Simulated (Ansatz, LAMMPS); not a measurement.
# Glassy 71GeO2-14Al2O3-14SrO (mol %) (66 atoms): where an added charge goes, part 3 of 4

Does an extra electron or hole in glassy 71GeO2-14Al2O3-14SrO (mol %) (66 atoms) stay spread out, or do the atoms trap it?

Ansatz 0.2.0; Kohn-Sham DFT, PBE, PAW (set soft_1), plane waves; PAW set soft_1.

The cell: 15 Ge, 6 Al, 3 Sr and 42 O. The quench rate of 20 K/ps is many orders above laboratory rates. The network of bonds at the start is that of the classical potential that made the cell. Sampling is at Γ alone, for a cell whose shortest periodic width is 10 Å.

So far. Step 3 (Relaxation): The relaxation converged after 26 steps, 8.35 eV below its start, with a largest force component of 0.022 eV/Å. Step 5 (An extra electron, atoms held): An extra electron, atoms held: the energy stands 6.56 eV above that of the reference, with a moment of 0.83 μB.

## Step 6: An extra electron, atoms relaxed

The atoms now respond to the charge; the energy gained comes from screening by the atoms, from trapping if the charge localises, and from any strain left in the reference.

Contents of input.yaml:

```yaml
crystal:
  lattice:
    - [9.86601, 0.0, 0.0]
    - [0.0, 9.86601, 0.0]
    - [0.0, 0.0, 9.86601]
  atoms:
    [... the 66 atom lines of step 4 ...]
total_charge: -1
kpoints:
  mp_grid: { grid: [1, 1, 1] }
hamiltonian:
  xc: pbe
  pseudopotentials: { kind: paw, azcp: { folder: soft_1 } }
scf:
  occupations: { method: fermi_dirac, width: 0.01 }
  lower_state_search: "off"
output:
  forces: true
magnetization:
  spin_polarized: true
  initial_magnetization: 1
relax:
  f_tol: 0.05
  max_steps: 90
```

Started as:

```console
ansatz run input.yaml --threads 4 --pin off --max-ram 8192MiB --backend cpu --events-out ev --progress --plain --runs-dir out
```

What it wrote:

```text
[...]
Crystal: 66 atoms, lattice volume = 960.339 Å³
Basis set: ecut = 420 eV, 18805 PW (Γ), exchange–correlation on 144×144×144 points (8 copies of the dense FFT grid, shifted against one another)
Bands: 322, of which v1, the nominal top of the filled ones, is band 256 counted from 1 (255 counted from 0)
Symmetry: 1 space group operations
[...]
k-points: 1
[...]
Starting moments: Σ|m| = 1 μB on 66 of 66 sites
[...]
SCF iter   1: F=—  HF=-102155.306075 eV  |F-HF|=—  |Δ(HF+E_count)|=         —  Δρ=4.44e-2 (↑4.23e-2 ↓4.44e-2)  dr2=6.67e1  dr2_m=2.17e-2  M=1.000 μB ∫|m|=1.050 μB  β_m=1.00  ethr=3.10e-3  ⟨swp⟩=8.0  Hψ=3120  notcnv=0  defer=40
[...]
SCF iter   2: F=—  HF=-102143.137337 eV  |F-HF|=—  |Δ(HF+E_count)|=         —  Δρ=2.68e-2 (↑2.67e-2 ↓2.68e-2)  dr2=2.62e1  dr2_m=4.70e-4  M=0.881 μB ∫|m|=0.969 μB  β_m=0.30  ethr=3.10e-3  ⟨swp⟩=2.0  Hψ=974  notcnv=0  defer=124
[...]
SCF iter   8: F=—  HF=-102135.371980 eV  |F-HF|=—  |Δ(HF+E_count)|=   5.33e-3  Δρ=2.74e-4 (↑2.74e-4 ↓2.71e-4)  dr2=2.37e-3  dr2_m=1.07e-4  M=0.828 μB ∫|m|=0.923 μB  β_m=0.30  ethr=1.17e-6  ⟨swp⟩=2.0  Hψ=1162  notcnv=0  defer=120
[...]
SCF iter  12: F=-102135.375804 eV  HF=-102135.375804 eV  |F-HF|=3.64e-7  |Δ(HF+E_count)|=   2.81e-5  Δρ=8.21e-6 (↑8.21e-6 ↓7.71e-6)  dr2=2.81e-6  dr2_m=5.48e-8  M=0.833 μB ∫|m|=0.933 μB  ethr=1.22e-8  ⟨swp⟩=3.5  Hψ=1676  notcnv=0
SCF 1 converged in 12 iterations: F = -102135.375804 eV  dr2 = 2.81e-6
[...]
relax step   1: F+E_penalty+E_count = -102135.37580420 eV  Δ(F+E_penalty+E_count) = +0.000e0 eV  max|allowed force component| = 2.740e-1 eV/Å  Δτ_max = 0.0000 Å  (12 SCF iters, dr2 threshold 6.25e-5 eV, accepted)
[...]
relax step   2: F+E_penalty+E_count = -102135.40280067 eV  Δ(F+E_penalty+E_count) = -2.700e-2 eV  max|allowed force component| = 1.358e-1 eV/Å  Δτ_max = 0.0444 Å  (8 SCF iters, dr2 threshold 4.69e-6 eV, accepted)
[...]
relax step   3: F+E_penalty+E_count = -102135.41648727 eV  Δ(F+E_penalty+E_count) = -1.369e-2 eV  max|allowed force component| = 7.334e-2 eV/Å  Δτ_max = 0.0201 Å  (10 SCF iters, accepted)
[...]
relax step   4: F+E_penalty+E_count = -102135.41783362 eV  Δ(F+E_penalty+E_count) = -1.346e-3 eV  max|allowed force component| = 9.663e-2 eV/Å  Δτ_max = 0.0169 Å  (8 SCF iters, accepted)
[...]
relax step   5: F+E_penalty+E_count = -102135.42028337 eV  Δ(F+E_penalty+E_count) = -2.450e-3 eV  max|allowed force component| = 5.667e-2 eV/Å  Δτ_max = 0.0090 Å  (6 SCF iters, dr2 threshold 2.72e-6 eV, accepted)
[...]
relax step   6: F+E_penalty+E_count = -102135.42099595 eV  Δ(F+E_penalty+E_count) = -7.126e-4 eV  max|allowed force component| = 4.665e-2 eV/Å  Δτ_max = 0.0219 Å  (7 SCF iters, accepted)
SCF converged after 7 iterations
Magnetization: 0.8838 μB (255.9419 up, 255.0581 down)
Absolute magnetization: 0.9391 μB (∫|ρ↑−ρ↓|, with the PAW one-centre terms)
[...]
Per-site moments (μB) at R_I (Å): [(0.0058945, 0.707136), (0.00203982, 0.725291), (0.00757283, 0.715979), (0.00347099, 0.711939), (0.011892, 0.722489), [...]
Free energy (F): -102135.420996 eV
[...]
Internal energy: -102135.416562 eV  (E = F + TS)
E sigma→0 (E₀):  -102135.418779 eV
Entropy (-TS):   -0.004434 eV (-0.067 meV/atom)
Fermi energy:    6.506257 eV
[...]
Σ components = -102135.420996   (vs F -102135.420996, Δ=0.00e0)
--- Forces (eV/Å), atoms counted from 1 ---
  atom   1  Ge    -0.00249387    -0.00578573    -0.01146569
  atom   2  Ge     0.00393137     0.00074418     0.00152591
  atom   3  Ge    -0.00163731    -0.00410401    -0.01474133
  atom   4  Ge     0.00105564    -0.00366187    -0.00068869
[...]
atom  66  O     -0.00461798    -0.00892579    -0.02499320
  max |Σ_I F_I| component: 1.40e-4 eV/Å
--- Relaxed structure (6 steps of the walk, 6 accepted, 0 SCFs on fresh bases) ---
  F+E_penalty+E_count = -102135.42099595 eV   max|allowed force component| = 4.665e-2 eV/Å
  atoms:
    - { symbol: Ge, position: [0.747617, 0.538530, 0.532988] }
    - { symbol: Ge, position: [0.082464, 0.752503, 0.736440] }
    - { symbol: Ge, position: [0.808625, 0.828815, 0.391882] }
    - { symbol: Ge, position: [0.892711, 0.019001, 0.644770] }
[...]
- { symbol: O, position: [0.428480, 0.372887, 0.245648] }
```

Elapsed: 62 s, on 4 threads of Intel Xeon Platinum 8488C (Sapphire Rapids), shared host; peak memory 2 GiB.

The relaxation converged after 6 steps, 0.0452 eV below its start, with a largest force component of 0.047 eV/Å.

An extra electron, atoms relaxed: the energy stands 6.52 eV above that of the reference, with a moment of 0.88 μB.

## Step 7: An extra electron, levels at the relaxed geometry

A single point at the new geometry gives levels and spin density.

Contents of input.yaml:

```yaml
crystal:
  lattice:
    - [9.86601, 0.0, 0.0]
    - [0.0, 9.86601, 0.0]
    - [0.0, 0.0, 9.86601]
  atoms:
    - { symbol: Ge, position: [0.74762, 0.53853, 0.53299] }
    - { symbol: Ge, position: [0.08246, 0.7525, 0.73644] }
    - { symbol: Ge, position: [0.80862, 0.82882, 0.39188] }
    - { symbol: Ge, position: [0.89271, 0.019, 0.64477] }
    - { symbol: Ge, position: [0.73935, 0.10944, 0.22711] }
    - { symbol: Ge, position: [0.96028, 0.56601, 0.98275] }
    [... 54 atom lines left out ...]
    - { symbol: O, position: [0.73132, 0.11292, 0.04325] }
    - { symbol: O, position: [0.21015, 0.22592, 0.84473] }
    - { symbol: O, position: [0.97563, 0.48069, 0.1565] }
    - { symbol: O, position: [0.78939, 0.96349, 0.50899] }
    - { symbol: O, position: [0.20958, 0.83769, 0.19712] }
    - { symbol: O, position: [0.42848, 0.37289, 0.24565] }
total_charge: -1
kpoints:
  mp_grid: { grid: [1, 1, 1] }
hamiltonian:
  xc: pbe
  pseudopotentials: { kind: paw, azcp: { folder: soft_1 } }
scf:
  occupations: { method: fermi_dirac, width: 0.01 }
  lower_state_search: "off"
output:
  forces: true
  stress: true
  populations: true
  dos:
    method: { smearing: { sigma: 0.15 } }
    de: 0.1
    projected: { site_lists: { Al: [Al], Ge: [Ge], O: [O], Sr: [Sr] } }
  eigenvalues: true
  write_density: true
  write_potential: true
  volumetric_format: npy
magnetization:
  spin_polarized: true
  initial_magnetization: 1
```

What it wrote:

```text
[...]
Crystal: 66 atoms, lattice volume = 960.339 Å³
Basis set: ecut = 420 eV, 18805 PW (Γ), exchange–correlation on 144×144×144 points (8 copies of the dense FFT grid, shifted against one another)
Bands: 322, of which v1, the nominal top of the filled ones, is band 256 counted from 1 (255 counted from 0)
Symmetry: 1 space group operations
[...]
k-points: 1
[...]
Starting moments: Σ|m| = 1 μB on 66 of 66 sites
[...]
SCF iter   1: F=—  HF=-102155.273838 eV  |F-HF|=—  |Δ(HF+E_count)|=         —  Δρ=4.42e-2 (↑4.21e-2 ↓4.42e-2)  dr2=6.63e1  dr2_m=2.37e-2  M=1.000 μB ∫|m|=1.052 μB  β_m=1.00  ethr=3.10e-3  ⟨swp⟩=8.0  Hψ=3118  notcnv=0  defer=44
[...]
SCF iter  16: F=-102135.420997 eV  HF=-102135.420997 eV  |F-HF|=3.89e-9  |Δ(HF+E_count)|=   2.10e-8  Δρ=4.26e-7 (↑4.26e-7 ↓3.85e-7)  dr2=5.58e-9  dr2_m=4.61e-10  M=0.884 μB ∫|m|=0.990 μB  ethr=8.03e-12  ⟨swp⟩=7.0  Hψ=3862  notcnv=0
SCF 1 converged in 16 iterations: F = -102135.420997 eV  dr2 = 5.58e-9
[...]
SCF converged after 16 iterations
Magnetization: 0.8839 μB (255.9420 up, 255.0580 down)
Absolute magnetization: 0.9393 μB (∫|ρ↑−ρ↓|, with the PAW one-centre terms)
[...]
Per-site moments (μB) at R_I (Å): [(0.0058958, 0.707118), (0.00204012, 0.725285), (0.00757635, 0.716010), (0.00347179, 0.711950), (0.011894, 0.722483), [...]
Free energy (F): -102135.420997 eV
[...]
Internal energy: -102135.416567 eV  (E = F + TS)
E sigma→0 (E₀):  -102135.418782 eV
Entropy (-TS):   -0.004431 eV (-0.067 meV/atom)
Fermi energy:    6.506258 eV
[...]
--- Forces (eV/Å), atoms counted from 1 ---
  atom   1  Ge    -0.00403045    -0.00626691    -0.01246357
  atom   2  Ge     0.00534685     0.00243943     0.00067631
  atom   3  Ge     0.00036937    -0.00678162    -0.01507108
  atom   4  Ge     0.00109545    -0.00265965    -0.00011805
  atom   5  Ge    -0.01409261    -0.01063305     0.00489822
  atom   6  Ge     0.02094683     0.03364585     0.01161537
  atom   7  Ge     0.01407444    -0.01115157    -0.00849438
  atom   8  Ge     0.00274051     0.01369256    -0.00773266
  atom   9  Ge    -0.02377954    -0.00681601     0.00334087
  atom  10  Ge     0.00137951    -0.00685141    -0.00455278
  atom  11  Ge    -0.01799379    -0.01336325    -0.00189657
  atom  12  Ge     0.00993864    -0.01484617     0.03047704
  atom  13  Ge    -0.01456300     0.01722979     0.00092369
  atom  14  Ge    -0.00285733     0.00193329    -0.00300288
[...]
atom  65  O      0.02686110     0.00261213    -0.00998051
  atom  66  O     -0.00436537    -0.00939105    -0.02562744
  max |Σ_I F_I| component: 3.16e-5 eV/Å
--- Stress (GPa, compression-positive) ---
        0.166501      -0.857880       1.250364
       -0.857879      -2.719207       0.948325
        1.250361       0.948319      -1.022324
  P = ⅓ Tr σ = -1.1917 GPa (-11.917 kbar)
--- Band table (eV) ---
[...]
--- Löwdin populations: 66 sites ---
  site symbol       q [e]    m [muB]
     0     Ge     12.5587     0.0258
     1     Ge     12.5718     0.0088
     2     Ge     12.5448     0.0330
[...]
65      O      6.7673     0.0084
  spilling = 0.006986 (of n_electrons = 511.000000)
```

Wall time 25 s (4 threads); peak memory 2 GiB; 94 s of CPU time.

An extra electron, levels at the relaxed geometry: the energy stands 6.52 eV above that of the reference, with a moment of 0.88 μB.

The levels nearest the highest filled one (over half full), pooled over k-points and spins:

```
level less the highest filled one (eV)  occupation
                                 -2.46           1
                                 -2.11           1
                                 -2.10           1
                                     0       0.942
                                0.0557       0.058
                                  1.52           0
                                  1.58           0
                                  1.60           0
```

Spin density in the ab plane at fractional z = 0.973, with atoms of Ge and Al and Sr and O within 0.2 Å of it.

Ten even steps from '0' (-0.91 × 1e-2 e/Å³) to '9' (4.48 × 1e-2 e/Å³), each cell a mean:
```
1111111121111111111111111111
1111111111111111111111111111
1111111111111111111111111111
1111111111111111111111111111
1111111111111111111111111111
1111111111111111111111111111
1111111122211111111111111111
1111111222222111111111111111
2211111223212221111111111222
2221111222102211111112321210
2221111112222111111126931200
2111111111221124211113421222
1111111111111123211211111121
1111111111111111112221111111
1111111111111111111111111111
1111111111111111111111111111
1111111111111111111111111111
1111111111111111221111111111
1111111111111111222211111111
1111111111111111222211111111
1111111111111111111111111111
1111111111111111111111111111
1111111121111111111111111111
1111111221111111111111111111
```
Columns run along a (9.9 Å), rows up along b (9.9 Å). Atoms in or near the plane, at fractional coordinates: Ge at (0.96, 0.57), Al at (0.13, 0.13), Sr at (0.80, 0.86), O at (0.52, 0.47), O at (0.78, 0.56), O at (0.27, 0.00), O at (0.01, 0.99).

## Step 8: Neutral at the geometry of the electron

The neutral cell at the new geometry gives the energy of that geometry without the charge.

input.yaml, the sections that differ from step 7:

```yaml
crystal:
  lattice:
    - [9.86601, 0.0, 0.0]
    - [0.0, 9.86601, 0.0]
    - [0.0, 0.0, 9.86601]
  atoms:
    [... the 66 atom lines of step 7 ...]
scf:
  occupations: { method: fixed }
output:
  forces: true
  stress: true
  populations: true
  dos:
    method: { smearing: { sigma: 0.15 } }
    de: 0.1
    projected: { site_lists: { Al: [Al], Ge: [Ge], O: [O], Sr: [Sr] } }
  eigenvalues: true
# kpoints, hamiltonian: as in step 7
# total_charge: removed
# magnetization: removed
```

What it wrote:

```text
[...]
Crystal: 66 atoms, lattice volume = 960.339 Å³
Basis set: ecut = 420 eV, 18805 PW (Γ), exchange–correlation on 144×144×144 points (8 copies of the dense FFT grid, shifted against one another)
Bands: 321, of which v1, the nominal top of the filled ones, is band 255 counted from 1 (254 counted from 0)
Symmetry: 1 space group operations
[...]
k-points: 1
[...]
SCF iter   1: F=—  HF=-102164.001829 eV  |F-HF|=—  |Δ(HF+E_count)|=         —  Δρ=9.11e-2  dr2=7.09e1  ethr=3.10e-3  ⟨swp⟩=6.0  Hψ=1163  notcnv=0  defer=62
[...]
SCF iter  13: F=-102141.886716 eV  HF=-102141.886716 eV  |F-HF|=5.67e-8  |Δ(HF+E_count)|=   1.98e-7  Δρ=3.34e-6  dr2=9.25e-8  ethr=1.96e-11  ⟨swp⟩=16.0  Hψ=1936  notcnv=0
SCF 1 converged in 13 iterations: F = -102141.886716 eV  dr2 = 9.25e-8
[...]
SCF converged after 13 iterations
Free energy (F): -102141.886716 eV
[...]
Internal energy: -102141.886716 eV  (E = F + TS)
E sigma→0 (E₀):  -102141.886716 eV
Fermi energy:    4.414475 eV
[...]
--- Forces (eV/Å), atoms counted from 1 ---
  atom   1  Ge     0.16957332    -0.06801629    -0.12964493
  atom   2  Ge     0.07087952    -0.01155097    -0.00589331
  atom   3  Ge     0.18718534     0.03213315     0.19948403
  atom   4  Ge     0.19783326     0.03710219    -0.07357521
  atom   5  Ge     0.02954639     0.07649628    -0.01004537
  atom   6  Ge     0.19993753     0.06200918    -0.03915845
  atom   7  Ge    -0.11504391    -0.10035981    -0.05462631
  atom   8  Ge    -0.12918857     0.07403663    -0.07477923
  atom   9  Ge    -0.08859933     0.01968721     0.04973238
  atom  10  Ge    -0.04401299     0.05569484     0.06553917
  atom  11  Ge    -0.05617100    -0.16648844     0.03519277
  atom  12  Ge     0.16158541    -0.02495892     0.03349621
  atom  13  Ge    -0.15182725     0.06949928     0.09552430
  atom  14  Ge    -0.01841019    -0.07968744    -0.06119876
[...]
atom  65  O      0.05877348    -0.04153022    -0.01243424
  atom  66  O      0.03898642    -0.02806370     0.00800103
  max |Σ_I F_I| component: 3.02e-5 eV/Å
--- Stress (GPa, compression-positive) ---
       -0.445661      -0.889887       1.276063
       -0.889886      -3.722216       1.083608
        1.276059       1.083602      -1.845352
  P = ⅓ Tr σ = -2.0044 GPa (-20.044 kbar)
--- Band table (eV) ---
[...]
--- Löwdin populations: 66 sites ---
  site symbol       q [e]
     0     Ge     12.5289
     1     Ge     12.5567
     2     Ge     12.5095
[...]
65      O      6.7593
  spilling = 0.006938 (of n_electrons = 510.000000)
```

Wall time 14 s (4 threads); peak memory 1.4 GiB.

Neutral at the geometry of the electron: the energy stands 0.0511 eV above that of the reference.

(Continued in part 4 of 4.)

[Long decimals in the printed logs are rounded to 6 places.]

[Logs are printed without paths, hosts, clocks, repeated set-up lines and the standing remarks that a program may print on its own settings, such as how far it seeks lower states.]

[Hosts, paths, dates, database ids (printed as entryN), source tags and the programs' standing remarks are cut or masked in the printed files.]
